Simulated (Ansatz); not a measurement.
# Tunnelling from Al(100) to Al(100): the current at the widest gap

Three vacuum gaps between Al(100) and Al(100) are known. What current density flows at 0.25 V across 6.5 Å?

How it was computed: Ansatz 0.2.0, plane waves with PAW datasets, LDA; a slab with two metal leads whose outer parts are reservoirs, with density and current solved under bias (Landauer, 300 K). The gap is counted from plane to plane of nuclei, and atoms stay on ideal sites.

Results; the value marked ? is to be predicted:

```tsv
gap (Å)	drop between the leads' cuts at 0.25 V (V)	current density at 0.25 V (A/m²)
3.5	0.177	1.04×10¹⁴
4.5	0.209	2.44×10¹³
5.5	0.237	4.58×10¹²
6.5	0.247	?
```

Worked fit:

Tunnelling falls as exp(−βd). From 3.5 to 4.5 Å, β = ln(1.04×10¹⁴/2.44×10¹³)/1 = 1.45 Å⁻¹, and from 4.5 to 5.5 Å it is 1.67 Å⁻¹; the slope still steepens as the gap leaves contact, so the wider pair is taken. Then 4.58×10¹² × exp(−1.67 × 1). Predicted: 8.60×10¹¹ A/m².

**The withheld run.**

6.57×10¹¹ A/m², so the prediction is 31 % too high. The last step has β = 1.94 Å⁻¹, an apparent barrier ħ²β²/8m of 3.6 eV: the decay of this current is still steepening. The conductances at 0 V give β = 1.89 and 1.91 Å⁻¹ for the last two steps.

Caveats: On every other k-point the currents of these runs, at any bias, move by up to 27 %. A semilocal functional lacks the image potential's tail.

[Logs are printed without paths, hosts, clocks, repeated set-up lines and the standing remarks that a program may print on its own settings, such as how far it seeks lower states.]
